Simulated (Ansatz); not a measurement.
# NbInO4 (P2/c): given cell or relaxed cell?, part 2 of 2

Wanted: the change of the gap of NbInO4 (P2/c) on relaxing cell and ions.

Ansatz 0.2.0; r2SCAN, HSE06 and G0W0, plane waves, PAW. Known limits of the many-body steps: short of the basis limit; no spin-orbit coupling; coarse k mesh.

So far. Step 2 (r2SCAN bands at the given cell): The gap is indirect, with the least direct gap 0.14 eV higher. Step 4 (r2SCAN at the relaxed cell): The gap is indirect, with the least direct gap 0.12 eV higher.

## Step 5: HSE06 at the relaxed cell

HSE06 mixes in a quarter of exact exchange at short range. Exchange couples all pairs of k points, which makes a full band path dear, so levels are read on the mesh and at chosen points.

This step: DFT, HSE06, plane waves, PAW.

Input file input.yaml:

```yaml
crystal:
  lattice:
    - [4.8579023542, 0.0, 0.0048639006]
    - [0.0, 5.7973336394, 0.0]
    - [-0.0967413011, 0.0, 5.1533719563]
  atoms:
    - { symbol: Nb, position: [0.0, 0.178083501, 0.25] }
    - { symbol: Nb, position: [0.0, 0.821916499, 0.75] }
    - { symbol: In, position: [0.5, 0.681130875, 0.25] }
    - { symbol: In, position: [0.5, 0.318869125, 0.75] }
    - { symbol: O, position: [0.2597479426, 0.6189177586, 0.9012214787] }
    - { symbol: O, position: [0.7402520574, 0.6189177586, 0.5987785213] }
    - { symbol: O, position: [0.7402520574, 0.3810822414, 0.0987785213] }
    - { symbol: O, position: [0.2597479426, 0.3810822414, 0.4012214787] }
    - { symbol: O, position: [0.2148441867, 0.8972505646, 0.4383493977] }
    - { symbol: O, position: [0.7851558133, 0.8972505646, 0.0616506023] }
    - { symbol: O, position: [0.7851558133, 0.1027494354, 0.5616506023] }
    - { symbol: O, position: [0.2148441867, 0.1027494354, 0.9383493977] }
kpoints:
  mp_grid: { grid: [4, 4, 4] }
  band_path:
    path:
      - [0.0, 0.0, 0.0]
      - [0.0, 0.5, 0.0]
      - [0.0, 0.5, 0.5]
      - [0.0, 0.0, 0.5]
      - [-0.5, 0.0, 0.5]
      - [-0.5, 0.5, 0.5]
      - [-0.5, 0.5, 0.0]
      - [-0.5, 0.0, 0.0]
      - [0.3333333333, 0.0, -0.25]
      - [0.1666666667, 0.0, -0.5]
    npoints: 1
hamiltonian:
  xc: hse06
scf:
  occupations: { method: fixed }
  n_extra_bands: 8
output:
  eigenvalues: true
```

Command:

```bash
$ ansatz run input.yaml --threads 24 --pin off --max-ram 82944MiB --backend cuda --events-out ev --progress --plain --runs-dir out --devices 1 --max-vram 78GiB
```

Output:

```text
[...]
GPUs: using 1 of 1 available (devices: 1).
[...]
davidson cushion auto → on  (no smearing: the cushion is to keep the highest requested band from converging to the state above it; pin scf.eigensolver.cushion to override)
[...]
Crystal: 12 atoms, lattice volume = 145.137 Å³
Basis set: ecut = 420 eV, 2845 PW (Γ)
Bands: 58, of which v1, the nominal top of the filled ones, is band 50 counted from 1 (49 counted from 0)
[...]
Fermi energy:    7.723347 eV
[...]
--- Band table (eV; the first three rows and the last of 30) ---
  k-point 0: bands = [... 46 lower, 7.1440, 7.2501, 7.5251, 7.5624, 12.7973, 13.2883, 13.4326, 13.4482, ... 4 higher]
  k-point 1: bands = [... 46 lower, 7.2641, 7.3367, 7.5329, 7.5921, 12.7304, 12.9467, 13.3315, 13.3545, ... 4 higher]
  k-point 2: bands = [... 46 lower, 7.2681, 7.2681, 7.4942, 7.4942, 12.6765, 12.6765, 13.3872, 13.3872, ... 4 higher]
  k-point 29: bands = [... 46 lower, 6.8534, 6.8534, 7.3828, 7.3828, 13.3099, 13.3099, 13.3671, 13.3671, ... 4 higher]
[key lines of the parts left out:]
Free energy (F): -24857.272180 eV
```

Wall time 13 s (1 × NVIDIA GB200 (shared by 2 runs) with 24 threads of Arm Neoverse V2, shared host); peak memory 1.9 GiB.

This step gave:

| Item | Value |
| --- | --- |
| gap | 4.808 eV |
| valence top at | k = (0.333, 0.000, -0.250) |
| conduction bottom at | k = (0.167, 0.000, -0.500) |
| least direct gap | 4.943 eV |

The gap stands +1.04 eV against r2SCAN.

## Step 6: G0W0 at the relaxed cell

Now the one-shot GW correction: screening in the RPA, then the self-energy of the levels asked for.

This step: G0W0 on r2SCAN, plane waves, PAW.

Edit input.yaml of step 5 so:

```diff
@@ -19,22 +19,12 @@
 kpoints:
-  mp_grid: { grid: [4, 4, 4] }
-  band_path:
-    path:
-      - [0.0, 0.0, 0.0]
-      - [0.0, 0.5, 0.0]
-      - [0.0, 0.5, 0.5]
-      - [0.0, 0.0, 0.5]
-      - [-0.5, 0.0, 0.5]
-      - [-0.5, 0.5, 0.5]
-      - [-0.5, 0.5, 0.0]
-      - [-0.5, 0.0, 0.0]
-      - [0.3333333333, 0.0, -0.25]
-      - [0.1666666667, 0.0, -0.5]
-    npoints: 1
+  mp_grid: { grid: [4, 2, 4] }
 hamiltonian:
-  xc: hse06
+  xc: r2scan
 scf:
   occupations: { method: fixed }
-  n_extra_bands: 8
-output:
-  eigenvalues: true
+gw:
+  n_empty_bands: 309
+  ecut_chi: 96
+  qp_bands: [v4, c4]
+  qp_kpoints: band_edges
+  screening: { model: contour_deformation }
```

Output:

```text
GPUs: using 1 of 1 available (devices: 1).
[...]
Crystal: 12 atoms, lattice volume = 145.137 Å³
Basis set: ecut = 500 eV, 3691 PW (Γ), exchange–correlation on 144×180×160 points (64 copies of the dense FFT grid, shifted against one another)
Bands: 62, of which v1, the nominal top of the filled ones, is band 50 counted from 1 (49 counted from 0)
Symmetry: 4 space group operations
[...]
k-points: 20 of 32
[...]
13    52     12.5813   -12.9364    -4.7295   -18.6456  0.7980    13.5720    13.5610  root
    13    53     13.2099   -14.2505    -4.9582   -20.3859  0.7759    14.4074    14.3870  root
[...]
19    51     12.9363   -13.5068    -4.8142   -19.3748  0.7900    14.0043    13.9901  root
    19    52     12.9363   -13.5068    -4.8142   -19.3748  0.7900    14.0043    13.9901  root
    19    53     12.9614   -13.7738    -5.0923   -19.9914  0.7795    14.1049    14.0866  root
    19    54     12.9614   -13.7738    -5.0923   -19.9914  0.7795    14.1049    14.0866  root
[key lines of the parts left out:]
SCF converged after 8 iterations
```

Elapsed: 9.6 s, on 1 × NVIDIA GB200 (shared by 2 runs) with 24 threads; peak memory 2.6 GiB.

Numbers from this step:

```
bands summed                                 : 359
RPA ε∞ on this mesh (eigenvalues)            : 4.433, 4.551, 4.792
plane waves in the screening matrix          : 299
G0W0 gap on the mesh                         : 4.863 eV
k of the valence top                         : 0.25, 0, -0.25
k of the conduction bottom                   : 0.25, 0, -0.5
starting gap on the mesh                     : 3.818 eV
least direct G0W0 gap on the computed points : 4.944 eV
```

The gap on the mesh goes from 3.82 eV to 4.86 eV, a correction of +1.04 eV. Between the two edge states, bare exchange in place of the xc potential would open the gap by 10.34 eV, and correlation takes back 9.29 eV. The start differs from the 3.77 eV found before because this mesh misses an edge.

## Step 7: G0W0 at the given cell

Input file input.yaml:

```yaml
crystal:
  lattice:
    - [4.8355, 0.0, 0.0]
    - [0.0, 5.7709, 0.0]
    - [-0.1014445258, 0.0, 5.1429996119]
  atoms:
    - { symbol: Nb, position: [0.0, 0.1779, 0.25] }
    - { symbol: Nb, position: [0.0, 0.8221, 0.75] }
    - { symbol: In, position: [0.5, 0.6825, 0.25] }
    - { symbol: In, position: [0.5, 0.3175, 0.75] }
    - { symbol: O, position: [0.26, 0.618, 0.901] }
    - { symbol: O, position: [0.74, 0.618, 0.599] }
    - { symbol: O, position: [0.74, 0.382, 0.099] }
    - { symbol: O, position: [0.26, 0.382, 0.401] }
    - { symbol: O, position: [0.217, 0.898, 0.438] }
    - { symbol: O, position: [0.783, 0.898, 0.062] }
    - { symbol: O, position: [0.783, 0.102, 0.562] }
    - { symbol: O, position: [0.217, 0.102, 0.938] }
kpoints:
  mp_grid: { grid: [4, 2, 4] }
hamiltonian:
  xc: r2scan
scf:
  occupations: { method: fixed }
gw:
  n_empty_bands: 306
  ecut_chi: 96
  qp_bands: [v4, c4]
  qp_kpoints: band_edges
  screening: { model: contour_deformation }
```

Output:

```text
GPUs: using 1 of 1 available (devices: 1).
[...]
Crystal: 12 atoms, lattice volume = 143.516 Å³
Basis set: ecut = 500 eV, 3649 PW (Γ), exchange–correlation on 144×180×160 points (64 copies of the dense FFT grid, shifted against one another)
Bands: 62, of which v1, the nominal top of the filled ones, is band 50 counted from 1 (49 counted from 0)
Symmetry: 4 space group operations
[...]
k-points: 20 of 32
[...]
13    52     12.7787   -12.9748    -4.7546   -18.7208  0.7983    13.7813    13.7701  root
    13    53     13.3852   -14.2877    -4.9473   -20.4176  0.7770    14.5880    14.5677  root
[...]
19    51     13.1251   -13.3582    -5.0504   -19.4919  0.7869    14.2241    14.2083  root
    19    52     13.1251   -13.3582    -5.0504   -19.4919  0.7869    14.2241    14.2083  root
    19    53     13.1590   -14.0158    -4.8698   -20.0007  0.7838    14.2910    14.2741  root
    19    54     13.1590   -14.0158    -4.8698   -20.0007  0.7838    14.2910    14.2741  root
[key lines of the parts left out:]
SCF converged after 8 iterations
```

Wall time 11 s (1 × NVIDIA GB200 (shared by 2 runs) with 24 threads); peak memory 2.6 GiB.

Read from the output:

```yaml
bands_summed: 356
rpa_eps_infinity_on_this_mesh_eigenvalues: 4.447, 4.540, 4.792
plane_waves_in_the_screening_matrix: 295
g0w0_gap_on_the_mesh: 4.905 eV
k_of_the_valence_top: 0.25, 0, -0.25
k_of_the_conduction_bottom: 0.25, 0, -0.5
starting_gap_on_the_mesh: 3.846 eV
least_direct_g0w0_gap_on_the_computed_points: 5.012 eV
```

The gap on the mesh goes from 3.85 eV to 4.90 eV, a correction of +1.06 eV. Between the two edge states, bare exchange in place of the xc potential would open the gap by 10.37 eV, and correlation takes back 9.31 eV. The start differs from the 3.80 eV found before because this mesh misses an edge.

## Step 8: Together

G0W0 rows are gaps on the mesh, lowered where the mesh misses an edge of the band path.

```
      level  given cell (eV)  relaxed cell (eV)  change (eV)
     r2SCAN             3.80               3.77        −0.03
      HSE06                -               4.81            -
G0W0@r2SCAN             4.86               4.81        −0.04
```

## Step 9: Summary of results

| Quantity | Value |
| --- | --- |
| volume change | +1.1 % |
| r2SCAN, given cell | 3.80 eV |
| r2SCAN, relaxed cell | 3.77 eV |
| HSE06, relaxed cell | 4.81 eV |
| G0W0@r2SCAN, relaxed cell | 4.81 eV |
| G0W0@r2SCAN, given cell | 4.86 eV |
| known limits | short of the basis limit; no spin-orbit coupling; coarse k mesh |

What this shows: Relaxation changes the volume by +1.1 % and the gap by −0.03 eV (r2SCAN) and −0.04 eV (G0W0@r2SCAN). Bands and cutoff are finite, so the gap stands short of the basis limit, usually by up to a few tenths of an eV; the mesh is an error of its own. The 4×2×4 mesh is coarse for this cell (its supercell is 12 Å along the shortest edge). The RPA ε∞ on it, from the r2SCAN start, is 4.45, 4.54 and 4.79; such meshes misread the long-range screening, most where the gap is narrow. The many-body steps are scalar-relativistic: spin-orbit coupling is not in them.

[Long decimals in the printed logs are rounded to 6 places.]

[Logs are printed without paths, hosts, clocks, repeated set-up lines and the standing remarks that a program may print on its own settings, such as how far it seeks lower states.]

[Paths, hosts, dates, memory and timing lines, banners, echoed tables and standing remarks are left out of the program output; an Ansatz launch command may be rebuilt from the run's recorded settings. Measured values are a selection of at most five: reports struck by readers or far from the other reports are left out. None is set beside runs whose start may be inverted or whose files or cutoffs have a known fault.]

[Runs of the session that timed out or met a known fault of the program may be left out.]

[Cells called generated may have been cut or substituted from an entry of the Crystallography Open Database or the Materials Project.]

[Hosts, paths, dates, database ids (printed as entryN), source tags and the programs' standing remarks are cut or masked in the printed files.]

[Where the starting crystal was built by hand or by swapping elements, it need not be the compound's stable phase.]
